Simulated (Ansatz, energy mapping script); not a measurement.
# NiO: J from the energies of magnetic orders, part 2 of 2

Wanted: the magnetic order of NiO, its couplings and an estimate of its ordering temperature, by PBE0.

PBE0; plane waves, collinear spin, no spin–orbit coupling.

So far. Step 2 (Parallel start in cell A (4 atoms)): The run ends ferromagnetic. Step 3 (Compensated +− start in cell A (4 atoms)): The run ends antiferromagnetic, 15.96 meV a magnetic atom above the parallel order of its cell.

### 4. Parallel start in cell B (4 atoms)

A new cell needs its own zero of energy.

This run holds the same structure in another cell (c 4.172 → 5.109 Å, α 90.0 → 73.2°, β 90.0 → 73.2°, γ 90.0 → 60.0°).

Contents of input.yaml:

```yaml
crystal:
  lattice:
    - [0.0, -2.085901641, -2.085901641]
    - [-2.085901641, 0.0, -2.085901641]
    - [2.085901641, 2.085901641, -4.171803282]
  atoms:
    - { symbol: Ni, position: [0.5, 0.5, 0.5], spin: 2.0 }
    - { symbol: Ni, position: [0.0, 0.0, 0.0], spin: 2.0 }
    - { symbol: O, position: [0.75, 0.75, 0.75] }
    - { symbol: O, position: [0.25, 0.25, 0.25] }
magnetization:
  spin_polarized: true
kpoints:
  mp_grid: { grid: [9, 9, 9] }
hamiltonian:
  xc: pbe0
scf:
  occupations: { method: fermi_dirac, width: 0.05 }
output:
  eigenvalues: true
```

Command:

```bash
> ansatz run input.yaml --threads 4 --pin off --max-ram 8192MiB --backend cpu --events-out ev --progress --plain --runs-dir out
```

Numbers of over 12 decimals in the logs are rounded to 6 here.

Output:

```text
[...]
Crystal: 4 atoms, lattice volume = 36.303 Å³
Basis set: ecut = 420 eV, 683 PW (Γ)
Bands: 32, of which v1, the nominal top of the filled ones, is band 24 counted from 1 (23 counted from 0)
Symmetry: 24 space group operations
[...]
k-points: 85 of 729
[...]
Starting moments: Σ|m| = 4 μB on 2 of 4 sites
[...]
--- Band table (eV; the first three rows and the last of 170) ---
  k-point 0 ↑: bands = [... 20 lower, 10.0264, 10.1944, 10.1944, 10.1945, 12.6001, 12.6001, 16.9377, 20.9632, ... 4 higher]
  k-point 1 ↑: bands = [... 20 lower, 9.9962, 10.0540, 10.3172, 10.3172, 12.5454, 12.5454, 17.1834, 20.9610, ... 4 higher]
  k-point 2 ↑: bands = [... 20 lower, 9.7927, 9.9159, 10.6244, 10.6244, 12.3861, 12.3861, 17.8132, 20.9004, ... 4 higher]
  k-point 84 ↓: bands = [... 20 lower, 11.0878, 11.1499, 17.6823, 17.7473, 18.5715, 18.6980, 24.8084, 24.9797, ... 4 higher]
[key lines of the parts left out:]
Magnetization: 4.0000 μB (26.0000 up, 22.0000 down)
Free energy (F): -12810.864814 eV
Fermi energy:    14.531440 eV
```

It took 3.5 min on 4 threads of Arm Neoverse N1, shared host; peak memory 3.9 GiB; 13 min of CPU time.

The run ends ferromagnetic. For each magnetic atom its energy differs from the parallel run of the first cell by 0.23 meV, an error that one common reference would have brought in.

### 5. Run 4 (compensated +−; cell B, 4 atoms)

This order reverses 6 of the 12 neighbours at 2.95 Å and 6 of the 6 neighbours at 4.17 Å, counted for an average magnetic atom.

Edit input.yaml of step 4 so:

```diff
@@ -7,3 +7,3 @@
     - { symbol: Ni, position: [0.5, 0.5, 0.5], spin: 2.0 }
-    - { symbol: Ni, position: [0.0, 0.0, 0.0], spin: 2.0 }
+    - { symbol: Ni, position: [0.0, 0.0, 0.0], spin: -2.0 }
     - { symbol: O, position: [0.75, 0.75, 0.75] }
```

Output:

```text
[...]
Crystal: 4 atoms, lattice volume = 36.303 Å³
Basis set: ecut = 420 eV, 683 PW (Γ)
Bands: 32, of which v1, the nominal top of the filled ones, is band 24 counted from 1 (23 counted from 0)
Symmetry: 12 space group operations
[...]
k-points: 85 of 729
[...]
Starting moments: Σ|m| = 4 μB on 2 of 4 sites
[...]
--- Band table (eV; the first three rows and the last of 170) ---
  k-point 0 ↑: bands = [... 20 lower, 10.4891, 10.8551, 11.1344, 11.1344, 17.1451, 18.1643, 18.1643, 21.0689, ... 4 higher]
  k-point 1 ↑: bands = [... 20 lower, 10.5273, 10.8494, 11.2440, 11.2440, 17.3937, 18.1346, 18.1346, 21.0772, ... 4 higher]
  k-point 2 ↑: bands = [... 20 lower, 10.5523, 10.8038, 11.4926, 11.4926, 18.0290, 18.0589, 18.0589, 21.0457, ... 4 higher]
  k-point 84 ↓: bands = [... 20 lower, 10.6642, 10.7218, 11.0831, 11.1573, 18.0314, 18.2182, 24.5818, 24.7742, ... 4 higher]
[key lines of the parts left out:]
Magnetization: 0.0000 μB (24.0000 up, 24.0000 down)
Free energy (F): -12811.083195 eV
Fermi energy:    14.558408 eV
```

The job ended after 2.6 min (4 threads; peak memory 3.9 GiB).

The run ends antiferromagnetic, 109.19 meV a magnetic atom below the parallel order of its cell.

### 6. Mapping onto a Heisenberg model

Each energy difference is a sum of couplings weighted by the pairs that the order reverses. A few near shells are fitted to the differences by least squares. Energies are those extrapolated to zero occupation width, not the free energies F.

The orders that converged (zero: parallel moments in the same cell):

| order | atoms | energy (meV a magnetic atom) | moments (μB) | moments kept as typed | opposed neighbours at 2.95, 4.17 Å |
| --- | --- | --- | --- | --- | --- |
| parallel in cell A | 4 | 0.00 | 1.73 | yes | 0, 0 |
| compensated +− in cell A | 4 | 15.96 | 1.74 | yes | 8, 0 |
| parallel in cell B | 4 | 0.00 | 1.73 | yes | 0, 0 |
| compensated +− in cell B | 4 | -109.19 | 1.68 | yes | 6, 6 |

The Heisenberg fit (each pair counts twice, positive J is ferromagnetic):

| pair | distance (Å) | neighbours | J (meV) |
| --- | --- | --- | --- |
| Ni–Ni | 2.95 | 12 | 0.997 |
| Ni–Ni | 4.17 | 6 | -10.1 |

These orders cannot tell some unfitted shells from fitted ones: the value at 2.95 Å holds J(2.95) + 2 J(5.11) + 2 J(6.60); other unfitted shells add to the values wholly or in part. No temperature is drawn.

### 7. Against another level

The first set of orders, under PBE+U (6 eV), took 73 s of CPU time summed over its finished orders (seed run apart), these 37 min.

| quantity | this set | first set |
| --- | --- | --- |
| J at 2.95 Å, meV | 0.997 | 0.653 |
| J at 4.17 Å, meV | -10.1 | -9.63 |

The coupling that led in the first set goes from -9.63 to -10.1 meV.

### 8. What came out

```json
{
 "lowest order tried": "compensated +− in cell B",
 "largest fitted value (a combination of shells), Ni–Ni at 4.17 Å": "-10.1 meV"
}
```

**Reading.** Of the orders tried, NiO prefers the order “compensated +− in cell B” under PBE0, with 6 of 12 neighbours at 2.95 Å and 6 of 6 neighbours at 4.17 Å opposed. Orders that were not tried, spirals among them, may lie lower. The coupling at 4.17 Å is 1.0 times that of the first set, at 30 times the CPU time. The largest fitted coupling is the Ni–Ni pair at 4.17 Å, antiferromagnetic at -10 meV, across a ligand at about 180°. The straight metal–ligand–metal path outweighs the right-angled one, the pattern expected of superexchange through one ligand p orbital, which these runs do not test. The orders also reverse pairs at 5.11 Å, which are not fitted, so the fitted values hold their part too. No fitted order reverses the pairs at 5.90 Å, so their coupling is unknown and is set to zero in the model. 2 energy differences fix 2 couplings with none to spare, so the fit tests nothing. In the fitted orders moments change by up to 2.7 % against the parallel run of the same cell, so their size stays put. With a near shell that the orders cannot separate, no temperature is given.

[Logs and program files are shortened in this print: banners, set-up blocks, solver, clock and traceback lines can be left out without a mark of their own.]

[Logs are printed without paths, hosts, clocks, repeated set-up lines and the standing remarks that a program may print on its own settings, such as how far it seeks lower states.]

[Hosts, paths, dates, database ids (printed as entryN), source tags and the programs' standing remarks are cut or masked in the printed files.]

[Where a cell is said to come from a database of computed structures, the database is the Materials Project.]
